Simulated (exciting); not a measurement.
Consider YSF, space group P4/nmm.

```xyz
6
Lattice="3.7730 0.0000 0.0000 0.0000 3.7730 0.0000 0.0000 0.0000 6.8267" Properties=species:S:1:pos:R:3 pbc="T T T"
Y     1.8865    0.0000    5.2755
Y     0.0000    1.8865    1.5512
S     1.8865    0.0000    2.4196
S     0.0000    1.8865    4.4071
F     1.8865    1.8865    0.0000
F     0.0000    0.0000    0.0000
```

Absorber: atom 3, with 4 Y at 2.81 Å, 1 Y at 2.86 Å, 4 F at 3.07 Å and 4 S at 3.33 Å (13-fold, site symmetry 4mm). Method: exciting, all-electron LAPW+lo, LDA, exchange and screened direct term (singlet BSE), 3×3×2 shifted k points, 44 conduction bands, |G+q| up to 3 bohr⁻¹ (2.5 in the exchange term), full RPA screening with nempty = 73, Lorentzian half width 0.45 eV.

Predict the S L₂,₃ near-edge structure at this level.

Bound core exciton? Undecided on this mesh: the first bright state (over 5 % of the brightest) lies at -0.15 eV from the Kohn–Sham onset and at -0.66 eV from the lowest bare transition of its own mesh. Maxima (height): 1.8 eV (0.42), 7.4 eV (0.73), 9.0 eV (1.00), 13.4 eV (0.61), 15.8 eV (0.75), 17.8 eV (0.78) and 21.0 eV (0.67); 1 lower ones aren't listed.

Energy from the Kohn–Sham onset, core level to the lowest empty state found on the meshes used; Im ε in relative units:

| E (eV) | Im ε |
| --- | --- |
| -2.0 | 0.02 |
| -1.5 | 0.02 |
| -1.0 | 0.03 |
| -0.5 | 0.05 |
| 0.0 | 0.07 |
| 0.5 | 0.10 |
| 1.0 | 0.19 |
| 1.5 | 0.36 |
| 2.0 | 0.39 |
| 2.5 | 0.36 |
| 3.0 | 0.37 |
| 3.5 | 0.30 |
| 4.0 | 0.25 |
| 4.5 | 0.22 |
| 5.0 | 0.21 |
| 5.5 | 0.26 |
| 6.0 | 0.33 |
| 6.5 | 0.43 |
| 7.0 | 0.60 |
| 7.5 | 0.73 |
| 8.0 | 0.74 |
| 8.5 | 0.90 |
| 9.0 | 1.00 |
| 9.5 | 0.89 |
| 10.0 | 0.79 |
| 10.5 | 0.75 |
| 11.0 | 0.65 |
| 11.5 | 0.59 |
| 12.0 | 0.58 |
| 12.5 | 0.52 |
| 13.0 | 0.56 |
| 13.5 | 0.60 |
| 14.0 | 0.58 |
| 14.5 | 0.61 |
| 15.0 | 0.64 |
| 15.5 | 0.70 |
| 16.0 | 0.75 |
| 16.5 | 0.73 |
| 17.0 | 0.73 |
| 17.5 | 0.75 |
| 18.0 | 0.77 |
| 18.5 | 0.73 |
| 19.0 | 0.67 |
| 19.5 | 0.65 |
| 20.0 | 0.67 |
| 20.5 | 0.66 |
| 21.0 | 0.67 |

With 18 k points the binding energies are rough, and fine structure above the first lines is partly noise of the mesh. The kernel cutoff is low for a compact core orbital, so the effect of exchange is a lower bound. The zero comes from the unshifted 5×5×2 ground-state mesh; it is exact only where the band minimum lies on that mesh. The conduction states carry no spin here, so the exchange coupling to the spinor core hole is only partly held. The Kohn–Sham onset, 149 eV, is no photon energy (tabulated edge of the element: 162.5 eV): the scale needs a rigid shift. Bands and screening come from semilocal DFT, whose small gap overscreens. Vibrations and energy-dependent lifetimes are left out. The structure is a Materials Project entry, computed there, and may be a hypothetical form.

[Banner, clock and machine lines of the logs are left out without a mark of their own.]

[Logs are printed without paths, hosts, clocks, repeated set-up lines and the standing remarks that a program may print on its own settings, such as how far it seeks lower states.]

[Hosts, paths, dates, database ids (printed as entryN), source tags and the programs' standing remarks are cut or masked in the printed files.]
